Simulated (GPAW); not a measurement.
**ZrSeS (P3m1): one start, several treatments of the self-energy**

Wanted: the gap of ZrSeS (P3m1) under several approximations, with cost.

Main program and level: GPAW 26.7.0; LDA and many-body steps on it, plane waves.

### 1. The starting structure

It takes space group P3m1 (No. 156, trigonal). Conventional cell: a = 3.750 Å, b = 3.750 Å, c = 6.235 Å, α = 90.00°, β = 90.00°, γ = 120.00°. Nearest to Zr lie 3 S at 2.57 Å and 3 Se at 2.70 Å. Nearest to Se lie 3 Zr at 2.70 Å. S has 3 Zr at 2.57 Å nearest. Farther neighbours and most contacts between anions are not listed.

Coordinates:

```xyz
3
Lattice="3.7500 0.0000 0.0000 -1.8750 3.2476 0.0000 0.0000 0.0000 6.2348" Properties=species:S:1:pos:R:3 pbc="T T T"
Zr    1.8750    1.0825    0.0780
Se    0.0000    2.1651    4.6972
S     0.0000    0.0000    1.4596
```

The cell and positions are those that the Materials Project relaxed with its own functionals (PBE, PBE+U or r2SCAN), kept fixed.

### 2. Empty states on the mesh, 3×3×2 mesh, 358 bands

This step: GPAW 26.7.0; DFT, LDA, plane waves, PAW.

The sums over transitions need many empty states on a uniform mesh; this step solves for them.

Contents of run.py:

```python
import json
import numpy as np
from gpaw.mpi import world
from gpaw import GPAW

calc = GPAW('gs.gpw').fixed_density(kpts={'size': (3, 3, 2), 'gamma': True},
    parallel={'domain': 1, 'band': 1},
    txt='nscf.txt')
calc.diagonalize_full_hamiltonian(nbands=358)
calc.write('full.gpw', mode='all')
res = {}
kpts = calc.get_ibz_k_points()
res['kpts'] = kpts
res['eigenvalues'] = [calc.get_eigenvalues(kpt=k) for k in range(len(kpts))]
res['n_electrons'] = calc.get_number_of_electrons()

if world.rank == 0:
    with open('result.json', 'w') as f:
        json.dump(res, f, default=lambda x: x.tolist())
```

Started as:

```console
$ mpirun -n 4 gpaw python run.py
```

Numbers of over 12 decimals in the logs are rounded to 6 here.

What it wrote:

```text
Diagonalizing LCAO Hamiltonian
Converting LCAO to pw mode
convergence criteria:
- Maximum integral of absolute [eigenst]ate change: 4e-08 eV^2 / valence electron
maximum number of iterations: 100

SCF iterations
|iter     |     time |      energy | eigst |  dens |
|iter:   1|  |             | +0.73 |       |
|iter:   2|  |             | -1.04 |       |
|iter:   3|  |             | -1.88 |       |
[...]
|iter:   8|  |             | -6.24 |       |
|iter:   9|  |             | -6.96 |       |
|iter:  10|  |             | -7.79c|       |
SCF steps: 10
  __  _  _
 | _ |_)|_||  |
 |__||  | ||/\| - 26.7.0

Input parameters:
  mode=PW(ecut=450.000000),
  convergence={'density': 1e-06, 'bands': -3},
  gpts=array([20, 20, 32]),
  kpts=MonkhorstPack(size=(3, 3, 2), gamma=True),
  maxiter=100,
  nbands=19,
  occupations=Occupations(name='fermi-dirac', width=0.001, fixmagmom=False),
  parallel={'domain': 1, 'band': 1},
  xc=XC(name='LDA')
Matrix size: 1677x1677
# Writing to full.gpw (mode='all')
  [... matrices ...]

timing:  # [seconds]
  Total: 9.760  # ━━━━━━━━━━━━━━━━━━━━━━━━━━━━━━━━━━━━━━━━━━━━━━━━━━━━━━━━━━━
```

Wall time 13 s (4 MPI ranks of Arm Neoverse V2, shared host); peak memory 1.4 GiB; 52 s of CPU time.

Numbers from this step:

- gap: 0.7674 eV
- k of the valence top: 0, 0, 0
- k of the conduction bottom: 0.3333, 0, 0.5
- least direct gap: 1.164 eV
- k points computed: 6
- lowest point of the top converged band, above the valence top: 148.0286 eV

On this mesh the gap is 0.767 eV.

### 3. G0W0, Godby-Needs plasmon pole

G0W0 replaces the xc potential by the self-energy, built once from these orbitals. Only a window of levels is corrected, while the sums run over the empty bands that the input names.

This step: G0W0 on LDA, plane waves, PAW.

Contents of run.py:

```python
import json
import numpy as np
from gpaw.mpi import world
from gpaw.response.g0w0 import G0W0

gw = G0W0('full.gpw',
    filename='gw',
    kpts=[0, 3],
    bands=(10, 14),
    ecut=96,
    nbands=162,
    integrate_gamma='WS',
    ppa=True)
gw.calculate()
res = {mode: {k: v for k, v in r.items() if k != 'sigma_eskwn'}
       for mode, r in gw.all_results.items()}

if world.rank == 0:
    with open('result.json', 'w') as f:
        json.dump(res, f, default=lambda x: x.tolist())
```

Started as:

```console
$ mpirun -n 4 gpaw python run.py
```

What it wrote:

```text
Using integrator: PointIntegrator
FrequencyGridDescriptor(from 0.000+0.000j to 0.000+27.211j eV, 2 points)
Nonperiodic BCs:  [False False False]
Using integrator: PointIntegrator
FrequencyGridDescriptor(from 0.000+0.000j to 0.000+27.211j eV, 2 points)
Nonperiodic BCs:  [False False False]
  ___  _ _ _
 |   || | | |
 | | || | | |
 |__ ||_____|
 |___|

BZ k-points: Symmetries present (total): 6

  [... matrices ...]
18 k-points: 3 x 3 x 2 Monkhorst-Pack grid + [0.000000,0.000000,1/4]
6 k-points in the irreducible part of the Brillouin zone
       k-points in crystal coordinates                weights
   0:     0.00000000    0.00000000    0.00000000          1/18
   1:     0.00000000    0.00000000    0.50000000          1/18
   2:     0.33333333    0.00000000    0.00000000          6/18
   3:     0.33333333    0.00000000    0.50000000          6/18
   4:     0.33333333    0.33333333    0.00000000          2/18
   5:     0.33333333    0.33333333    0.50000000          2/18

Distributing spins, k-points and bands (1 x 2 x 4) over 4 processes
Number of blocks: 1

Quasi particle states:
k-points (IBZ indices): [0, 3]
Band range: (10, 14)
  [... matrices ...]
Computational parameters:
Plane wave cut-off: 96 eV
Number of bands: 162
Coulomb cutoff: None
Broadening: 0.1 eV

fxc modes: GW
Kernel: RPA
Using Godby-Needs plasmon-pole approximation:
  Fitting energy: i*E0, E0 = 1.000 Hartree
Summing all q:

Calculating screened Coulomb potential
No Coulomb truncation
FrequencyGridDescriptor(from 0.000+0.000j to 0.000+27.211j eV, 2 points)
Removing empty qpoint cache files...

Calculating chi0 body with:
    Ground state adapter containing:
    Number of spins: 1
    Number of kpoints: 18
    Number of irreducible kpoints: 6
    Number of completely occupied states: 12
    Number of partially occupied states: 12
    Occupied states memory: 2.34375 M / cpu

    Linear response parametrization:
    q_c: [0.0, 0.0, 0.0]
    Number of frequency points: 2
    Planewave cutoff: 96.0
    Number of bands: 162
    Number of planewaves: 147
    Broadening (eta): 1e-06
    comm.size: 4
    kncomm.size: 4
    blockcomm.size: 1

    Memory estimate of potentially large arrays:
        chi0_wGG: 0.659454 M / cpu
Integrating chi0 body.

Symmetries of q_c:
    Direct symmetries (Uq -> q): 6
    Indirect symmetries (TUq -> q): 6
In total 12 allowed symmetries.

  [... matrices ...]
6 groups of equivalent kpoints. 66.666667% reduction.

Integral kind: response function
Integrating chi0 head and wings.

Symmetries of q_c:
    Direct symmetries (Uq -> q): 6
    Indirect symmetries (TUq -> q): 6
In total 12 allowed symmetries.

  [... matrices ...]
6 groups of equivalent kpoints. 66.666667% reduction.

Integral kind: response function wings

Calculating chi0 body with:
    Ground state adapter containing:
    Number of spins: 1
    Number of kpoints: 18
    Number of irreducible kpoints: 6
    Number of completely occupied states: 12
    Number of partially occupied states: 12
    Occupied states memory: 2.34375 M / cpu

[... the further q-points ...]

Results:
f:      Occupation numbers
eps:     KS-eigenvalues [eV]
vxc:     KS vxc [eV]
exx:     Exact exchange [eV]
sigma:   Self-energies [eV]
dsigma:  Self-energy derivatives
Z:       Renormalization factors
qp:      QP-energies [eV]

k-point 0 (0): (0.000, 0.000, 0.000)                GW
band       f     eps     vxc     exx   sigma  dsigma       Z      qp
                                                                   GW
  10   1.000   4.686 -16.036 -18.076   1.810  -0.286   0.778   4.508
  11   1.000   4.686 -16.036 -18.076   1.810  -0.286   0.778   4.508
  12   0.000   5.850 -16.215 -10.107  -4.695  -0.284   0.779   6.951
  13   0.000   5.850 -16.215 -10.107  -4.695  -0.284   0.779   6.951

k-point 1 (3): (0.333, 0.000, 0.500)                GW
band       f     eps     vxc     exx   sigma  dsigma       Z      qp
                                                                   GW
  10   1.000   3.654 -15.413 -17.555   1.886  -0.289   0.776   3.455
  11   1.000   3.673 -15.051 -17.372   2.026  -0.294   0.773   3.445
  12   0.000   5.454 -14.948  -9.617  -4.226  -0.278   0.783   6.319
  13   0.000   7.241 -17.512 -10.909  -5.067  -0.300   0.769   8.423
```

Run time: 13 s. Hardware: 4 MPI ranks; peak memory 1.4 GiB; 52 s of CPU time.

Numbers from this step:

```yaml
g0w0_gap_on_the_points_computed: 1.811 eV
least_direct_g0w0_gap_on_the_computed_points: 2.443 eV
z_at_the_valence_top: 0.7776
z_at_the_conduction_bottom: 0.7825
starting_gap_on_the_mesh: 0.7674 eV
k_of_the_valence_top: 0, 0, 0
k_of_the_conduction_bottom: 0.3333, 0, 0.5
```

The gap on the mesh goes from 0.77 eV to 1.81 eV, a correction of +1.04 eV.

### 4. One-shot HSE06

This step: one-shot HSE06 levels on LDA orbitals, plane waves, PAW.

Contents of run.py:

```python
import json
import numpy as np
from gpaw.mpi import world
from gpaw.hybrids.eigenvalues import non_self_consistent_eigenvalues

dft, vxc, vxc_hyb = non_self_consistent_eigenvalues('full.gpw', 'HSE06', 10, 14, kpt_indices=[0, 3])
res = {'dft': dft[0], 'hybrid': (dft - vxc + vxc_hyb)[0]}
if world.rank == 0:
    with open('hybrid.txt', 'w') as f:
        for k, e0, e1 in zip([0, 3], res['dft'], res['hybrid']):
            print(k, ' '.join(f'{x:9.4f}' for x in e0), '|', ' '.join(f'{x:9.4f}' for x in e1), file=f)

if world.rank == 0:
    with open('result.json', 'w') as f:
        json.dump(res, f, default=lambda x: x.tolist())
```

Started as:

```console
$ mpirun -n 4 gpaw python run.py
```

What it wrote:

```text
IBZ(<points: 6, symmetries: 6>)
Occupied bands: 12
Transforming wave functions from IBZ to BZ: 0.009 seconds
Distributing wave functions and iFFT-ing to real space: 0.057 seconds
Calculating eigenvalues:
  k-points: 2
  Bands: 10-13 (inclusive)
  Seconds: 0.117 (wave-function broadcasting: 0.009 seconds)
HSE06-eigenvalue shifts:
  min: -0.381 eV
  ave: 0.348 eV
  max: 1.168 eV
```

Elapsed: 2.5 s, on 4 MPI ranks; peak memory 0.65 GiB.

This step gave:

```
starting gap on the mesh                       : 0.7674 eV
hybrid gap on the mesh                         : 1.962 eV
least direct hybrid gap on the computed points : 2.550 eV
```

### 5. G0W0, extrapolated in the cutoff

This step: G0W0 on LDA, plane waves, PAW.

Contents of run.py:

```python
import json
import numpy as np
from gpaw.mpi import world
from gpaw.response.g0w0 import G0W0

gw = G0W0('full.gpw',
    filename='gw',
    kpts=[0, 3],
    bands=(10, 14),
    ecut=160.0,
    integrate_gamma='WS',
    ppa=True,
    ecut_extrapolation=True)
gw.calculate()
res = {mode: {k: v for k, v in r.items() if k != 'sigma_eskwn'}
       for mode, r in gw.all_results.items()}

if world.rank == 0:
    with open('result.json', 'w') as f:
        json.dump(res, f, default=lambda x: x.tolist())
```

Started as:

```console
$ mpirun -n 4 gpaw python run.py
```

What it wrote:

```text
Using integrator: PointIntegrator
FrequencyGridDescriptor(from 0.000+0.000j to 0.000+27.211j eV, 2 points)
Nonperiodic BCs:  [False False False]
Using integrator: PointIntegrator
FrequencyGridDescriptor(from 0.000+0.000j to 0.000+27.211j eV, 2 points)
Nonperiodic BCs:  [False False False]
  ___  _ _ _
 |   || | | |
 | | || | | |
 |__ ||_____|
 |___|

BZ k-points: Symmetries present (total): 6

  [... matrices ...]
18 k-points: 3 x 3 x 2 Monkhorst-Pack grid + [0.000000,0.000000,1/4]
6 k-points in the irreducible part of the Brillouin zone
       k-points in crystal coordinates                weights
   0:     0.00000000    0.00000000    0.00000000          1/18
   1:     0.00000000    0.00000000    0.50000000          1/18
   2:     0.33333333    0.00000000    0.00000000          6/18
   3:     0.33333333    0.00000000    0.50000000          6/18
   4:     0.33333333    0.33333333    0.00000000          2/18
   5:     0.33333333    0.33333333    0.50000000          2/18

Distributing spins, k-points and bands (1 x 2 x 4) over 4 processes
Number of blocks: 1

Quasi particle states:
k-points (IBZ indices): [0, 3]
Band range: (10, 14)
  [... matrices ...]
Computational parameters:
Extrapolating to infinite plane wave cut-off using points at:
  137.884 eV
  147.917 eV
  160.000 eV
Number of bands: 348
Coulomb cutoff: None
Broadening: 0.1 eV

fxc modes: GW
Kernel: RPA
Using Godby-Needs plasmon-pole approximation:
  Fitting energy: i*E0, E0 = 1.000 Hartree
Summing all q:

Calculating screened Coulomb potential
No Coulomb truncation
FrequencyGridDescriptor(from 0.000+0.000j to 0.000+27.211j eV, 2 points)
Removing empty qpoint cache files...

Calculating chi0 body with:
    Ground state adapter containing:
    Number of spins: 1
    Number of kpoints: 18
[...]
comm.size: 4
    kncomm.size: 4
    blockcomm.size: 1

    Memory estimate of potentially large arrays:
        chi0_wGG: 3.465851 M / cpu
Integrating chi0 body.

Symmetries of q_c:
    Direct symmetries (Uq -> q): 6
    Indirect symmetries (TUq -> q): 6
In total 12 allowed symmetries.

  [... matrices ...]
6 groups of equivalent kpoints. 66.666667% reduction.

Integral kind: response function
Integrating chi0 head and wings.

Symmetries of q_c:
    Direct symmetries (Uq -> q): 6
    Indirect symmetries (TUq -> q): 6
In total 12 allowed symmetries.

  [... matrices ...]
6 groups of equivalent kpoints. 66.666667% reduction.

Integral kind: response function wings

Calculating chi0 body with:
    Ground state adapter containing:
    Number of spins: 1
    Number of kpoints: 18
    Number of irreducible kpoints: 6
    Number of completely occupied states: 12
    Number of partially occupied states: 12
    Occupied states memory: 2.34375 M / cpu

[... the further q-points ...]
Extrapolating selfenergy to infinite energy cutoff:
  Performing linear fit to 3 points
  Minimum R^2 = 0.9996. (R^2 Should be close to 1)
  [... matrices ...]
Results:
f:      Occupation numbers
eps:     KS-eigenvalues [eV]
vxc:     KS vxc [eV]
exx:     Exact exchange [eV]
sigma:   Self-energies [eV]
dsigma:  Self-energy derivatives
Z:       Renormalization factors
qp:      QP-energies [eV]

k-point 0 (0): (0.000, 0.000, 0.000)                GW
band       f     eps     vxc     exx   sigma  dsigma       Z      qp
                                                                   GW
  10   1.000   4.686 -16.036 -18.076   1.311  -0.291   0.774   4.122
  11   1.000   4.686 -16.036 -18.076   1.311  -0.291   0.774   4.122
  12   0.000   5.850 -16.215 -10.107  -4.960  -0.289   0.776   6.741
[...]
k-point 1 (3): (0.333, 0.000, 0.500)                GW
band       f     eps     vxc     exx   sigma  dsigma       Z      qp
                                                                   GW
[...]
12   0.000   5.454 -14.948  -9.617  -4.496  -0.282   0.780   6.105
  13   0.000   7.241 -17.512 -10.909  -5.380  -0.306   0.766   8.178
```

Elapsed: 1.9 min, on 4 MPI ranks; peak memory 1.7 GiB; 7.6 min of CPU time.

Numbers from this step:

| Property | Result |
| --- | --- |
| quasiparticle gap on the points computed | 1.983 eV |
| least direct quasiparticle gap on the computed points | 2.619 eV |
| Z at the valence top | 0.7744 |
| Z at the conduction bottom | 0.7798 |
| starting gap on the mesh | 0.7674 eV |
| k of the valence top | 0, 0, 0 |
| k of the conduction bottom | 0.3333, 0, 0.5 |
| gaps at the cutoffs of the extrapolation | 1.883, 1.893, 1.903 eV |

Against G0W0 in GPAW (3×3×2 mesh, 162 bands, screening to 96 eV, Godby-Needs plasmon pole), the gap moves by +0.172 eV.

### 6. One-shot PBE0

This step: one-shot PBE0 levels on LDA orbitals, plane waves, PAW.

Contents of run.py:

```python
import json
import numpy as np
from gpaw.mpi import world
from gpaw.hybrids.eigenvalues import non_self_consistent_eigenvalues

dft, vxc, vxc_hyb = non_self_consistent_eigenvalues('full.gpw', 'PBE0', 10, 14, kpt_indices=[0, 3])
res = {'dft': dft[0], 'hybrid': (dft - vxc + vxc_hyb)[0]}
if world.rank == 0:
    with open('hybrid.txt', 'w') as f:
        for k, e0, e1 in zip([0, 3], res['dft'], res['hybrid']):
            print(k, ' '.join(f'{x:9.4f}' for x in e0), '|', ' '.join(f'{x:9.4f}' for x in e1), file=f)

if world.rank == 0:
    with open('result.json', 'w') as f:
        json.dump(res, f, default=lambda x: x.tolist())
```

Started as:

```console
$ mpirun -n 4 gpaw python run.py
```

What it wrote:

```text
IBZ(<points: 6, symmetries: 6>)
Occupied bands: 12
Transforming wave functions from IBZ to BZ: 0.007 seconds
Distributing wave functions and iFFT-ing to real space: 0.044 seconds
Calculating eigenvalues:
  k-points: 2
  Bands: 10-13 (inclusive)
  Seconds: 0.180 (wave-function broadcasting: 0.010 seconds)
HSE06-eigenvalue shifts:
  min: -0.768 eV
  ave: 0.319 eV
  max: 1.507 eV
```

Run time: 2.5 s. Hardware: 4 MPI ranks; peak memory 0.65 GiB; 9.5 s of CPU time.

Numbers from this step:

| Quantity | Value |
| --- | --- |
| starting gap on the mesh | 0.7674 eV |
| hybrid gap on the mesh | 2.663 eV |
| least direct hybrid gap on the computed points | 3.254 eV |

### 7. G0W0, full frequency, Hilbert transform

This step: G0W0 on LDA, plane waves, PAW.

Contents of run.py:

```python
import json
import numpy as np
from gpaw.mpi import world
from gpaw.response.g0w0 import G0W0

gw = G0W0('full.gpw',
    filename='gw',
    kpts=[0, 3],
    bands=(10, 14),
    ecut=96,
    nbands=162,
    integrate_gamma='WS',
    frequencies={'type': 'nonlinear', 'domega0': 0.1, 'omega2': 15.0},
    eta=0.1,
    nblocksmax=True)
gw.calculate()
res = {mode: {k: v for k, v in r.items() if k != 'sigma_eskwn'}
       for mode, r in gw.all_results.items()}

if world.rank == 0:
    with open('result.json', 'w') as f:
        json.dump(res, f, default=lambda x: x.tolist())
```

Started as:

```console
$ mpirun -n 4 gpaw python run.py
```

What it wrote:

```text
Using integrator: PointIntegrator
NonLinearFrequencyDescriptor(from 0.000 to 133.806 eV, 286 points)
Nonperiodic BCs:  [False False False]
Using integrator: PointIntegrator
NonLinearFrequencyDescriptor(from 0.000 to 133.806 eV, 286 points)
Nonperiodic BCs:  [False False False]
  ___  _ _ _
 |   || | | |
 | | || | | |
 |__ ||_____|
 |___|

BZ k-points: Symmetries present (total): 6

  [... matrices ...]
18 k-points: 3 x 3 x 2 Monkhorst-Pack grid + [0.000000,0.000000,1/4]
6 k-points in the irreducible part of the Brillouin zone
[...]
GW
  10   1.000   4.686 -16.036 -18.076   1.773  -0.382   0.724   4.493
  11   1.000   4.686 -16.036 -18.076   1.773  -0.382   0.724   4.494
  12   0.000   5.850 -16.215 -10.107  -4.661  -0.463   0.683   6.840
[...]
k-point 1 (3): (0.333, 0.000, 0.500)                GW
band       f     eps     vxc     exx   sigma  dsigma       Z      qp
                                                                   GW
[...]
12   0.000   5.454 -14.948  -9.617  -4.176  -0.364   0.733   6.301
  13   0.000   7.241 -17.512 -10.909  -5.106  -0.438   0.695   8.282
```

It took 40 s on 4 MPI ranks; peak memory 1.8 GiB.

Numbers from this step:

```yaml
g0w0_gap_on_the_points_computed: 1.807 eV
least_direct_g0w0_gap_on_the_computed_points: 2.346 eV
starting_gap_on_the_mesh: 0.7674 eV
k_of_the_valence_top: 0, 0, 0
k_of_the_conduction_bottom: 0.3333, 0, 0.5
```

Against G0W0 in GPAW (3×3×2 mesh, 162 bands, screening to 96 eV, Godby-Needs plasmon pole), the gap moves by −0.004 eV.

### 8. The runs together

Times are wall times on 4 MPI ranks of Arm Neoverse V2, shared host, good to a factor of about two.

| run | mesh | bands | screening cutoff (eV) | DFT gap (eV) | gap on the mesh (eV) | direct (eV) | time |
| --- | --- | --- | --- | --- | --- | --- | --- |
| G0W0, Godby-Needs plasmon pole | 3×3×2 | 162 | 96 | 0.767 | 1.811 | 2.443 | 13 s |
| one-shot HSE06 | 3×3×2 | - | - | 0.767 | 1.962 | 2.550 | 2.5 s |
| G0W0, extrapolated in the cutoff | 3×3×2 | - | 160 | 0.767 | 1.983 | 2.619 | 1.9 min |
| one-shot PBE0 | 3×3×2 | - | - | 0.767 | 2.663 | 3.254 | 2.5 s |
| G0W0, full frequency, Hilbert transform | 3×3×2 | 162 | 96 | 0.767 | 1.807 | 2.346 | 40 s |

### 9. Results

| Quantity | Value |
| --- | --- |
| G0W0, Godby-Needs plasmon pole | 1.811 eV |
| one-shot HSE06 | 1.962 eV |
| G0W0, extrapolated in the cutoff | 1.983 eV |
| one-shot PBE0 | 2.663 eV |
| G0W0, full frequency, Hilbert transform | 1.807 eV |
| known limits | not at the basis limit; no spin-orbit coupling; coarse k mesh |

**Reading.** One-shot HSE06: +0.151 eV against G0W0, Godby-Needs plasmon pole. G0W0, extrapolated in the cutoff: +0.172 eV against G0W0, Godby-Needs plasmon pole, at other bands or cutoff, so not like for like. One-shot PBE0: +0.852 eV against G0W0, Godby-Needs plasmon pole. G0W0, full frequency, Hilbert transform: −0.004 eV against G0W0, Godby-Needs plasmon pole. One-shot hybrid levels are evaluated on the LDA orbitals. Bands and cutoff are finite, so the gap is not at the basis limit. The miss can reach some tenths of an eV and take either sign; the mesh is an error of its own. These stock PAW sets were not made for GW; the filled d or f shell of Se lies in the frozen core, which bears on start and correction. In the G0W0 runs levels were corrected at 2 k points alone, so a gap called «on the mesh» is the least over those, and an edge elsewhere would be missed. A denser mesh or path gives a starting gap of 0.58 eV: the GW mesh misses a band edge, so its gaps are not the fundamental one. The 3×3×2 mesh is coarse for this cell, which bears on the long-range parts of exchange and screening. The many-body steps are scalar-relativistic: spin-orbit coupling is not in them.

[Paths, hosts, dates, memory and timing lines, banners, echoed tables and standing remarks are left out of the program output.]

[Logs are printed without paths, hosts, clocks, repeated set-up lines and the standing remarks that a program may print on its own settings, such as how far it seeks lower states.]

[Runs of the session that timed out or met a known fault of the program may be left out.]

[Hosts, paths, dates, database ids (printed as entryN), source tags and the programs' standing remarks are cut or masked in the printed files.]
